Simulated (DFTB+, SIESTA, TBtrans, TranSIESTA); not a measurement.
# azulenedithiolate between two Ag chains (relaxed at zero bias, lead layers held): electron transport

Aim: how much does the transmission of azulenedithiolate between two Ag chains (relaxed at zero bias, lead layers held) hang on the level of theory, and what does each level cost? The current runs along the third cell vector; the first and last atoms are layers of the leads.

Calculated with SIESTA 5.4.2, TranSIESTA 5.4.2, TBtrans 5.4.2, DFTB+ 25.1 and DFTB+ 25.1, with a numpy script; PBE, numerical atomic orbitals (DZP), PseudoDojo norm-conserving files converted to PSML; other levels are named step by step, in the first sound run; inputs show where later runs differ.

Report form: the programs' logs are mostly left out.

## 1. Set-up

The cell holds 28 atoms: 10 Ag, 2 S, 10 C and 6 H. Its edges and angles: a = 15.473 Å, b = 9.000 Å, c = 35.727 Å, α = 90.0°, β = 90.0°, γ = 90.0°. Regions: left electrode layer, 3 atoms (3 Ag); scattering region, 22 atoms (4 Ag, 2 S, 10 C and 6 H); right electrode layer, 3 atoms (3 Ag). Vacuum lies along a and b. The structure's axis is c.

## 2. Relaxing the channel

Contact distances set the coupling to the leads, so they are relaxed before any transport step; the lead layers are held so that they stay copies of the electrode cell.

Input file RELAX.fdf:

```
SystemLabel RELAX
NumberOfAtoms 28
NumberOfSpecies 4
%block ChemicalSpeciesLabel
  1 47 Ag
  2 16 S
  3 6 C
  4 1 H
%endblock ChemicalSpeciesLabel
LatticeConstant 1.0 Ang
%block LatticeVectors
  15.473462 0.000000 0.000000
  0.000000 9.000000 0.000000
  0.000000 0.000000 35.726825
%endblock LatticeVectors
AtomicCoordinatesFormat Ang
%block AtomicCoordinatesAndAtomicSpecies
  7.736731 4.500000 1.330000 1
  7.736731 4.500000 3.990000 1
  7.736731 4.500000 6.650000 1
  7.736731 4.500000 9.310000 1
  7.736731 4.500000 11.970000 1
  5.840454 4.500116 13.505491 2
  5.800113 4.500160 15.210367 3
  3.670988 4.500189 15.635554 4
  7.987793 4.500158 15.695486 4
  4.695696 4.500189 15.969485 3
  6.973564 4.500171 16.063963 3
  5.143502 4.500220 17.350701 3
  6.599883 4.500208 17.360307 3
  8.571078 4.500247 18.207488 4
  3.250000 4.500248 18.228562 4
  4.324712 4.500250 18.408101 3
  7.513675 4.500244 18.467576 3
  7.197326 4.500279 19.771250 3
  4.681878 4.500272 19.811501 3
  5.888871 4.500280 20.410005 3
  8.050306 4.500315 20.448680 4
  3.795174 4.500284 20.448843 4
  5.882047 4.500306 22.171346 2
  7.736731 4.500000 23.756825 1
  7.736731 4.500000 26.416825 1
  7.736731 4.500000 29.076825 1
  7.736731 4.500000 31.736825 1
  7.736731 4.500000 34.396825 1
%endblock AtomicCoordinatesAndAtomicSpecies
XC.Functional GGA
XC.Authors PBE
PAO.BasisSize DZP
PAO.EnergyShift 0.01 Ry
PAO.SplitNorm 0.15
Mesh.Cutoff 300 Ry
ElectronicTemperature 800 K
Spin non-polarized
MaxSCFIterations 100
SCF.MustConverge false
SCF.DM.Tolerance 0.0002
SCF.H.Tolerance 0.002 eV
SCF.Mixer.Method Pulay
SCF.Mixer.Weight 0.1
SCF.Mixer.History 10
WriteMullikenPop 1
%block kgrid.MonkhorstPack
  1 0 0 0.0
  0 1 0 0.0
  0 0 3 0.0
%endblock kgrid.MonkhorstPack
MD.TypeOfRun Broyden
MD.Steps 40
MD.MaxForceTol 0.05 eV/Ang
MD.MaxDispl 0.15 Ang
Geometry.Must.Converge false
WriteForces true
WriteMDXmol true
%block Geometry.Constraints
  atom [1 -- 3]
  atom [26 -- 28]
%endblock Geometry.Constraints
```

The run is started by

```bash
> OMP_NUM_THREADS=1 mpirun -n 2 siesta RELAX.fdf > relax.out
```

The job ended after 14 min (2 MPI ranks of Intel Xeon Platinum 8259CL at 2.50GHz (Skylake/Cascade Lake), shared host; peak memory 1.3 GiB).

Step by step:

```tsv
step	energy less that of the first step (eV)
1	0.0000
2	-0.2242
3	-0.7528
4	-0.8456
5	-0.9301
6	-0.9829
7	-1.0075
8	-1.0318
9	-1.0416
10	-1.0549
11	-1.0699
12	-1.0776
13	-1.0861
14	-1.0941
15	-1.0988
16	-1.1070
17	-1.1132
18	-1.1187
19	-1.1225
20	-1.1270
21	-1.1304
```

The atoms that moved most (Å):

```tsv
atom	dx	dy	dz	length
Ag5	-0.256	0.000	-0.076	0.267
Ag24	-0.234	0.000	0.056	0.241
H9	0.144	0.000	-0.108	0.181
S6	-0.153	0.000	-0.089	0.177
C11	0.119	0.000	-0.101	0.156
C7	0.116	0.000	-0.089	0.146
S23	-0.127	0.000	0.059	0.140
C20	0.058	0.000	0.086	0.104
```

Final coordinates:

```cif
data_structure
_symmetry_space_group_name_H-M 'P 1'
_symmetry_Int_Tables_number 1
_cell_length_a 15.4735
_cell_length_b 9.0000
_cell_length_c 35.7268
_cell_angle_alpha 90.000
_cell_angle_beta 90.000
_cell_angle_gamma 90.000
_cell_volume 4975.36
loop_
_atom_site_label
_atom_site_type_symbol
_atom_site_fract_x
_atom_site_fract_y
_atom_site_fract_z
_atom_site_occupancy
Ag1 Ag 0.50000 0.50000 0.03723 1
Ag2 Ag 0.50000 0.50000 0.11168 1
Ag3 Ag 0.50000 0.50000 0.18613 1
Ag4 Ag 0.49848 0.50000 0.25924 1
Ag5 Ag 0.48345 0.50000 0.33291 1
S6 S 0.36757 0.50001 0.37553 1
C7 C 0.38231 0.50002 0.42325 1
H8 H 0.23946 0.50002 0.43712 1
H9 H 0.52556 0.50002 0.43629 1
C10 C 0.30687 0.50002 0.44745 1
C11 C 0.45835 0.50002 0.44681 1
C12 C 0.33456 0.50002 0.48492 1
C13 C 0.43167 0.50002 0.48471 1
H14 H 0.55704 0.50003 0.51035 1
H15 H 0.20939 0.50003 0.51109 1
C16 C 0.27993 0.50003 0.51713 1
C17 C 0.48674 0.50003 0.51689 1
C18 C 0.46720 0.50003 0.55534 1
C19 C 0.30106 0.50003 0.55517 1
C20 C 0.38430 0.50003 0.57369 1
H21 H 0.52354 0.50003 0.57465 1
H22 H 0.24536 0.50003 0.57479 1
S23 S 0.37196 0.50004 0.62222 1
Ag24 Ag 0.48487 0.50001 0.66653 1
Ag25 Ag 0.49871 0.50000 0.74049 1
Ag26 Ag 0.50000 0.50000 0.81387 1
Ag27 Ag 0.50000 0.50000 0.88832 1
Ag28 Ag 0.50000 0.50000 0.96277 1
```

This step gave:

```yaml
free_energy: -44476.2572 eV
fermi_energy: -4.264 eV
orbitals: 376
largest_force_component_on_a_free_atom: 0.04933 eV/Å
geometry_steps: 22
```

The path lists 21 of the run's 22 geometries; the energy of the last one is missing from the table. From the first geometry to the last the energy changes by -1.13 eV.

## 3. Bulk run of the lead

This step: PBE, numerical atomic orbitals (DZP), PseudoDojo norm-conserving files converted to PSML; periodic bulk run (SIESTA 5.4.2).

System of this step: principal layer of the lead. The cell holds 3 atoms: 3 Ag. Cell: a = 15.473 Å, b = 9.000 Å, c = 7.980 Å, α = 90.0°, β = 90.0°, γ = 90.0°. Vacuum lies along a and b. The structure's axis is c.

The half-infinite leads enter through self-energies, which come from the Hamiltonian of one bulk principal layer. This run also gives the lead's Fermi level, to which the junction is matched.

Input file ELEC.fdf:

```
SystemLabel ELEC
NumberOfAtoms 3
NumberOfSpecies 4
%block ChemicalSpeciesLabel
  1 47 Ag
  2 16 S
  3 6 C
  4 1 H
%endblock ChemicalSpeciesLabel
LatticeConstant 1.0 Ang
%block LatticeVectors
  15.473462 0.000000 0.000000
  0.000000 9.000000 0.000000
  0.000000 0.000000 7.980000
%endblock LatticeVectors
AtomicCoordinatesFormat Ang
%block AtomicCoordinatesAndAtomicSpecies
  7.736731 4.500000 1.330000 1
  7.736731 4.500000 3.990000 1
  7.736731 4.500000 6.650000 1
%endblock AtomicCoordinatesAndAtomicSpecies
XC.Functional GGA
XC.Authors PBE
PAO.BasisSize DZP
PAO.EnergyShift 0.01 Ry
PAO.SplitNorm 0.15
Mesh.Cutoff 300 Ry
ElectronicTemperature 300 K
Spin non-polarized
MaxSCFIterations 200
SCF.MustConverge true
SCF.DM.Tolerance 0.0001
SCF.H.Tolerance 0.001 eV
SCF.Mixer.Method Pulay
SCF.Mixer.Weight 0.1
SCF.Mixer.History 10
WriteMullikenPop 1
%block kgrid.MonkhorstPack
  1 0 0 0.0
  0 1 0 0.0
  0 0 38 0.0
%endblock kgrid.MonkhorstPack
Diag.ParallelOverK true
TS.HS.Save true
TS.DE.Save true
```

The run is started by

```bash
> OMP_NUM_THREADS=1 mpirun -n 2 siesta ELEC.fdf > dzp.lead.out
```

The job ended after 12 s (2 MPI ranks; peak memory 0.53 GiB).

Numbers from this step:

| Quantity | Value |
| --- | --- |
| free energy | -12644.3610 eV |
| Fermi energy | -4.191 eV |
| orbitals | 57 |
| largest coupling past the next principal layer | 0 eV |

SIESTA lists orbital radii in bohr. The longest on the lead's atoms, 6.90 bohr, is 3.65 Å, so two such orbitals overlap up to 7.30 Å; the nearest atoms of layers two apart are 10.64 Å apart. The projectors of the pseudopotentials let the Hamiltonian reach a little farther than the overlap.

The open system couples each principal layer to its neighbours alone. The stored Hamiltonian has no element past the next layer.

## 4. The junction at zero bias, case PBE, DZP

This step: PBE, numerical atomic orbitals (DZP), PseudoDojo norm-conserving files converted to PSML; open system by non-equilibrium Green functions (TranSIESTA 5.4.2).

System of this step: azulenedithiolate between two Ag chains as built, then relaxed. The cell holds 28 atoms: 10 Ag, 2 S, 10 C and 6 H. Its edges and angles: a = 15.473 Å, b = 9.000 Å, c = 35.727 Å, α = 90.0°, β = 90.0°, γ = 90.0°. Regions: left electrode layer, 3 atoms (3 Ag); scattering region, 22 atoms (4 Ag, 2 S, 10 C and 6 H); right electrode layer, 3 atoms (3 Ag). Vacuum lies along a and b. The structure's axis is c.

Now the junction itself. A periodic cycle gives a start, then the density is found from Green functions with open boundaries, summed on a complex contour that starts below the deepest valence shell.

Input file DEV.fdf:

```
SystemLabel DEV
NumberOfAtoms 28
NumberOfSpecies 4
%block ChemicalSpeciesLabel
  1 47 Ag
  2 16 S
  3 6 C
  4 1 H
%endblock ChemicalSpeciesLabel
LatticeConstant 1.0 Ang
%block LatticeVectors
  15.473462 0.000000 0.000000
  0.000000 9.000000 0.000000
  0.000000 0.000000 35.726825
%endblock LatticeVectors
AtomicCoordinatesFormat Ang
%block AtomicCoordinatesAndAtomicSpecies
  7.736731 4.500000 1.330000 1
  7.736731 4.500000 3.990000 1
  7.736731 4.500000 6.650000 1
  7.713261 4.500002 9.261716 1
  7.480641 4.500031 11.893768 1
  5.687556 4.500109 13.416627 2
  5.915675 4.500158 15.121478 3
  3.705335 4.500183 15.616893 4
  8.132250 4.500155 15.587236 4
  4.748272 4.500190 15.986130 3
  7.092314 4.500174 15.962968 3
  5.176848 4.500221 17.324516 3
  6.679458 4.500213 17.317247 3
  8.619383 4.500241 18.233215 4
  3.240036 4.500250 18.259567 4
  4.331479 4.500248 18.475405 3
  7.531545 4.500240 18.466882 3
  7.229158 4.500263 19.840650 3
  4.658481 4.500263 19.834324 3
  5.946440 4.500270 20.496277 3
  8.100984 4.500286 20.530500 4
  3.796566 4.500270 20.535280 4
  5.755442 4.500329 22.230052 2
  7.502634 4.500068 23.812836 1
  7.716695 4.499993 26.455370 1
  7.736731 4.500000 29.076825 1
  7.736731 4.500000 31.736825 1
  7.736731 4.500000 34.396825 1
%endblock AtomicCoordinatesAndAtomicSpecies
XC.Functional GGA
XC.Authors PBE
PAO.BasisSize DZP
PAO.EnergyShift 0.01 Ry
PAO.SplitNorm 0.15
Mesh.Cutoff 300 Ry
ElectronicTemperature 300 K
Spin non-polarized
MaxSCFIterations 200
SCF.MustConverge true
SCF.DM.Tolerance 0.002
SCF.H.Tolerance 0.03 eV
TS.SCF.DM.Tolerance 0.0001
TS.SCF.H.Tolerance 2.205e-04 Ry
SCF.Mixer.Method Pulay
SCF.Mixer.Weight 0.1
SCF.Mixer.History 10
WriteMullikenPop 1
%block kgrid.MonkhorstPack
  1 0 0 0.0
  0 1 0 0.0
  0 0 5 0.0
%endblock kgrid.MonkhorstPack
%block TS.Elecs
  Left
  Right
%endblock TS.Elecs
%block TS.Elec.Left
  HS ELEC.TSHS
  DM-init bulk
  chemical-potential Left
  semi-inf-direction -A3
  electrode-position 1
  bulk true
  Eta 0.0001 eV
  Out-of-core true
  tbt.Out-of-core false
%endblock TS.Elec.Left
%block TS.Elec.Right
  HS ELEC.TSHS
  DM-init bulk
  chemical-potential Right
  semi-inf-direction +A3
  electrode-position end -1
  bulk true
  Eta 0.0001 eV
  Out-of-core true
  tbt.Out-of-core false
%endblock TS.Elec.Right
%block TS.ChemPots
  Left
  Right
%endblock TS.ChemPots
%block TS.ChemPot.Left
  mu V/2
  contour.eq
    begin
      C-Left
      T-Left
    end
%endblock TS.ChemPot.Left
%block TS.Contour.C-Left
  part circle
  from -110.0 eV + V/2 to -10 kT + V/2
  points 40
  method g-legendre
%endblock TS.Contour.C-Left
%block TS.Contour.T-Left
  part tail
  from prev to inf
  points 10
  method g-fermi
%endblock TS.Contour.T-Left
%block TS.ChemPot.Right
  mu -V/2
  contour.eq
    begin
      C-Right
      T-Right
    end
%endblock TS.ChemPot.Right
%block TS.Contour.C-Right
  part circle
  from -110.0 eV - V/2 to -10 kT - V/2
  points 40
  method g-legendre
%endblock TS.Contour.C-Right
%block TS.Contour.T-Right
  part tail
  from prev to inf
  points 10
  method g-fermi
%endblock TS.Contour.T-Right
TS.Elecs.Neglect.Principal true
TS.Contours.Eq.Pole 2.5 eV
%block TS.Contours.nEq
  neq
%endblock TS.Contours.nEq
%block TS.Contour.nEq.neq
  part line
  from -|V|/2 - 5 kT to |V|/2 + 5 kT
  delta 0.02 eV
  method mid-rule
%endblock TS.Contour.nEq.neq
SaveElectrostaticPotential true
DM.UseSaveDM true
SolutionMethod transiesta
TS.Voltage 0 eV
TS.SCF.dQ.Converge false
TS.Contours.nEq.Eta 0.005 eV
```

The run is started by

```bash
> OMP_NUM_THREADS=1 mpirun -n 2 siesta DEV.fdf > dzp.scf0.out
```

Wall time 2.6 min (2 MPI ranks); peak memory 1.2 GiB.

Numbers from this step:

```yaml
orbitals: 376
excess_charge_of_the_open_region: 0.0798 e
```

The open region is not held to a fixed charge; it ends 0.080 electron over neutrality, which can shift levels.

## 5. Transmission at zero bias, case PBE, DZP

This step: PBE, numerical atomic orbitals (DZP), PseudoDojo norm-conserving files converted to PSML; open system by non-equilibrium Green functions (TBtrans 5.4.2).

T(E) comes from the Green function of the saved Hamiltonian with both leads attached, energy by energy.

Input file TBT.fdf:

```
TS.Voltage 0 eV
%block TBT.k
  1 0 0 0.0
  0 1 0 0.0
  0 0 1 0.0
%endblock TBT.k
%block TBT.Contour.line
  from -2.0125 eV to 2.0125 eV
  delta 0.025 eV
  method mid-rule
%endblock TBT.Contour.line
TBT.T.Bulk true
TBT.DOS.Gf true
TBT.T.Eig 3
TBT.Elecs.Eta 0.0001 eV
TBT.DOS.A true
TBT.Current.Orb true
%include DEV.fdf
```

The run is started by

```bash
> OMP_NUM_THREADS=1 mpirun -n 2 tbtrans TBT.fdf > dzp.tbt0.out
```

Run time: 3.7 s. Hardware: 2 MPI ranks; peak memory 0.24 GiB.

This step gave:

```yaml
transmission_at_the_fermi_level: 7.54e-4
open_channels_of_the_lead: 0.9997
conductance: 7.59e-4 G₀
thermopower: 18.46 μV/K
```

One spin; set to 0 where a lead has no channel. Table of transmission by energy, zero at the Fermi level:

```tsv
energy (eV)	transmission
-2.000	0.0196
-1.900	0.0223
-1.800	0.0326
-1.700	0.0579
-1.650	0.0752
-1.600	5.4e-5
-1.500	1.2e-4
-1.400	0
-1.300	0
-1.200	0
-1.100	3.7e-5
-1.000	5.6e-4
-0.900	7.7e-4
-0.800	9.6e-4
-0.700	0.00120
-0.600	0.00143
-0.500	0.00159
-0.400	0.00160
-0.300	0.00145
-0.200	0.00121
-0.100	9.7e-4
0.000	7.5e-4
0.100	5.9e-4
0.200	4.6e-4
0.300	3.7e-4
0.400	3.0e-4
0.500	2.5e-4
0.600	2.1e-4
0.700	1.8e-4
0.800	1.6e-4
0.900	1.4e-4
1.000	1.2e-4
1.100	1.1e-4
1.200	1.0e-4
1.300	9.4e-5
1.400	8.7e-5
1.500	8.1e-5
1.600	7.6e-5
1.700	7.2e-5
1.800	6.8e-5
1.900	6.4e-5
2.000	6.0e-5
```

Mulliken DOS an atom, one spin over height of the atomic layer and energy from the Fermi level.

log10 of the mean of each cell in states/eV. Values, 12 rows by 12 columns:
```
-1.1 -0.9 -1.5 -1.9 -3.0 -2.0 -2.1 -2.5 -2.1 -1.5 -0.9 -1.1
-1.2 -0.9 -1.6 -2.7 -3.3 -3.6 -3.7 -3.1 -3.0 -1.6 -0.9 -1.2
-1.2 -0.9 -1.5 -2.6 -3.2 -3.6 -3.7 -3.0 -3.0 -1.5 -0.9 -1.2
-1.2 -0.9 -1.5 -2.5 -3.1 -3.5 -3.6 -3.0 -2.9 -1.5 -0.9 -1.2
-1.0 -0.8 -1.3 -2.4 -3.0 -3.4 -3.5 -2.9 -2.8 -1.4 -0.8 -1.0
-0.7 -0.8 -1.2 -2.3 -2.9 -3.2 -3.4 -2.7 -2.7 -1.2 -0.8 -0.7
-0.3 -0.7 -1.0 -2.2 -2.7 -3.0 -3.2 -2.6 -2.6 -1.1 -0.7 -0.4
-0.2 -0.9 -1.0 -2.3 -2.5 -2.8 -3.1 -2.5 -2.7 -1.0 -0.9 -0.2
-0.5 -1.3 -1.1 -2.6 -2.8 -3.2 -3.3 -2.7 -2.9 -1.1 -1.3 -0.5
-1.7 -1.9 -1.8 -3.3 -3.4 -3.8 -3.8 -3.3 -3.7 -1.7 -1.9 -1.6
 0.0 -0.7 -1.4 -2.1 -2.8 -2.8 -2.9 -2.6 -2.7 -1.4 -0.8 -0.1
 0.4 -0.4 -0.9 -1.6 -2.3 -2.1 -2.4 -2.1 -2.2 -0.8 -0.4  0.4
```
Columns: height of the atomic layer (Å) from 9.26 to 26.5 (not evenly spaced); rows upwards: energy from the Fermi level (eV) from -2 to 2.

One spin. Table of open channels of the lead by energy, zero at the Fermi level:

```tsv
energy (eV)	open channels of the lead
-2.000	3.00
-1.800	3.00
-1.600	0.999
-1.400	7.3e-8
-1.200	1.5e-8
-1.000	0.999
-0.800	0.999
-0.600	0.999
-0.400	1.000
-0.200	1.000
0.000	1.000
0.200	1.000
0.400	1.000
0.600	1.000
0.800	1.000
1.000	1.000
1.200	1.000
1.400	1.000
1.600	1.000
1.800	1.000
2.000	1.000
```

The density of states, device has structure finer than the step of the table below, so its rows give means over 0.1 eV, whole bins alone (the curve runs from -2 to 2 eV). Peaks (eV: height): -1.93: 9.06, -1.65: 7.72, -0.42: 1.78.

One spin; device region. Table of density of states, device by energy, zero at the Fermi level; means over each step:

```tsv
energy (eV)	density of states, device (states/eV)
-1.9	6.42
-1.8	6.19
-1.7	7.33
-1.6	3.82
-1.5	1.76
-1.4	0.00421
-1.3	0.0322
-1.2	0.00282
-1.1	0.432
-1.0	0.494
-0.9	0.753
-0.8	1.03
-0.7	1.31
-0.6	1.56
-0.5	1.74
-0.4	1.78
-0.3	1.70
-0.2	1.54
-0.1	1.36
0.0	1.19
0.1	1.01
0.2	0.875
0.3	0.767
0.4	0.682
0.5	0.616
0.6	0.565
0.7	0.527
0.8	0.498
0.9	0.477
1.0	0.462
1.1	0.452
1.2	0.446
1.3	0.444
1.4	0.444
1.5	0.446
1.6	0.449
1.7	0.454
1.8	0.571
1.9	0.576
```

The eigenchannel transmission by energy, zero at the Fermi level:

```tsv
energy (eV)	channel 1	channel 2	channel 3
-2.000	0.0191	4.9e-4	3.5e-5
-1.900	0.0215	7.5e-4	2.9e-5
-1.800	0.0312	0.00135	2.7e-5
-1.700	0.0552	0.00265	2.8e-5
-1.600	5.4e-5	5.8e-8	1.9e-9
-1.500	1.2e-4	5.6e-10	3.3e-11
-1.400	7.6e-10	1.1e-10	5.6e-13
-1.300	1.0e-7	6.3e-11	3.5e-14
-1.200	3.5e-10	1.1e-10	6.3e-15
-1.100	3.7e-5	3.6e-10	1.9e-15
-1.000	5.6e-4	8.1e-12	5.2e-16
-0.900	7.7e-4	1.5e-12	1.7e-16
-0.800	9.6e-4	4.7e-13	5.9e-17
-0.700	0.00120	2.0e-13	2.4e-17
-0.600	0.00143	1.1e-13	1.1e-17
-0.500	0.00159	9.0e-15	6.5e-18
-0.400	0.00160	7.9e-14	2.4e-18
-0.300	0.00145	7.6e-14	3.3e-18
-0.200	0.00121	1.1e-13	2.6e-18
-0.100	9.7e-4	3.1e-13	1.3e-18
0.000	7.5e-4	2.5e-11	1.3e-18
0.100	5.9e-4	1.2e-13	1.3e-18
0.200	4.6e-4	2.6e-14	2.2e-18
0.300	3.7e-4	9.8e-15	2.0e-18
0.400	3.0e-4	5.0e-15	1.3e-18
0.500	2.5e-4	3.0e-15	1.5e-18
0.600	2.1e-4	2.0e-15	1.3e-18
0.700	1.8e-4	1.6e-15	1.5e-18
0.800	1.6e-4	1.3e-15	2.2e-18
0.900	1.4e-4	1.2e-15	1.3e-18
1.000	1.2e-4	1.1e-15	1.5e-18
1.100	1.1e-4	1.2e-15	1.1e-18
1.200	1.0e-4	1.4e-15	1.5e-18
1.300	9.4e-5	1.8e-15	2.0e-18
1.400	8.7e-5	2.6e-15	1.7e-18
1.500	8.1e-5	4.2e-15	1.5e-18
1.600	7.6e-5	8.7e-15	1.5e-18
1.700	7.2e-5	2.7e-14	1.1e-18
1.800	6.8e-5	2.9e-13	1.1e-18
1.900	6.4e-5	3.0e-13	8.7e-19
2.000	6.0e-5	4.4e-14	1.5e-18
```

The conductance is 7.6e-4 G0. At the Fermi level one eigenchannel carries it, with T = 7.5e-4. The thermopower is positive, since T(E) falls through the Fermi level. By hand: With G0 = 2e²/h = 77.48 µS, G = 7.6e-4 × 77.48 µS = 0.0588 µS, a resistance of 17.0 MΩ. Mott's formula S = −(π²k²T/3e) d ln T/dE has the factor 7.33 µV/K × eV at 300 K; T(−0.05 eV) = 8.55e-4 and T(+0.05 eV) = 6.64e-4 give a slope of -2.53 per eV and S ≈ 18.6 µV/K, against 18.5 from the full integral.

## 6. The junction at zero bias, case basis SZP

This step: PBE, numerical atomic orbitals (SZP), PseudoDojo norm-conserving files converted to PSML; open system by non-equilibrium Green functions (TranSIESTA 5.4.2).

Changed here: basis SZP. A smaller basis is cheaper as a rule and a larger one more complete; the conductance shows what that is worth. The electrode was run again at this level first.

DEV.fdf: that of step 4 with these lines changed.

```diff
@@ -48,3 +48,3 @@
 XC.Authors PBE
-PAO.BasisSize DZP
+PAO.BasisSize SZP
 PAO.EnergyShift 0.01 Ry
```

The run is started by

```bash
> OMP_NUM_THREADS=1 mpirun -n 2 siesta DEV.fdf > szp.scf0.out
```

Run time: 1.7 min. Hardware: 2 MPI ranks; peak memory 1.1 GiB.

This step gave:

```yaml
orbitals: 262
excess_charge_of_the_open_region: 0.147 e
```

The open region is not held to a fixed charge; it ends 0.15 electron over neutrality, which is much: levels can be shifted. The largest force on an atom between the electrode layers and over 3 Å from them is 1.8 eV/Å.

## 7. T(E) at 0 V, case basis SZP

This step: PBE, numerical atomic orbitals (SZP), PseudoDojo norm-conserving files converted to PSML; open system by non-equilibrium Green functions (TBtrans 5.4.2).

TBT.fdf is that of step 5.

The run is started by

```bash
> OMP_NUM_THREADS=1 mpirun -n 2 tbtrans TBT.fdf > szp.tbt0.out
```

The job ended after 2 s (2 MPI ranks; peak memory 0.25 GiB).

One spin; set to 0 where a lead has no channel. Transmission against energy, zero at the Fermi level:

```tsv
energy (eV)	transmission
-2.000	0.0105
-1.900	0.0109
-1.800	0.0126
-1.700	0.0161
-1.600	0.0234
-1.500	0.0372
-1.400	0.0707
-1.300	0.144
-1.225	0.190
-1.200	0.151
-1.100	0.0139
-1.000	0
-0.900	1.8e-4
-0.800	3.4e-4
-0.700	4.4e-4
-0.600	5.6e-4
-0.500	7.2e-4
-0.400	8.8e-4
-0.300	9.6e-4
-0.200	9.1e-4
-0.100	7.8e-4
0.000	6.1e-4
0.100	4.7e-4
0.200	3.6e-4
0.300	2.7e-4
0.400	2.2e-4
0.500	1.7e-4
0.600	1.4e-4
0.700	1.2e-4
0.800	1.0e-4
0.900	9.1e-5
1.000	8.0e-5
1.100	7.2e-5
1.200	6.5e-5
1.300	6.0e-5
1.400	5.6e-5
1.500	5.2e-5
1.600	4.8e-5
1.700	4.5e-5
1.800	4.3e-5
1.900	4.0e-5
2.000	3.8e-5
```

The conductance is 6.1e-4 G0, 19 % under that of the case PBE, DZP. At the Fermi level one eigenchannel carries it, with T = 6.1e-4. The thermopower is positive, since T(E) falls through the Fermi level.

(Continued in part 2 of 2.)

[Logs are printed without paths, hosts, clocks, repeated set-up lines and the standing remarks that a program may print on its own settings, such as how far it seeks lower states.]

[Hosts, paths, dates, database ids (printed as entryN), source tags and the programs' standing remarks are cut or masked in the printed files.]
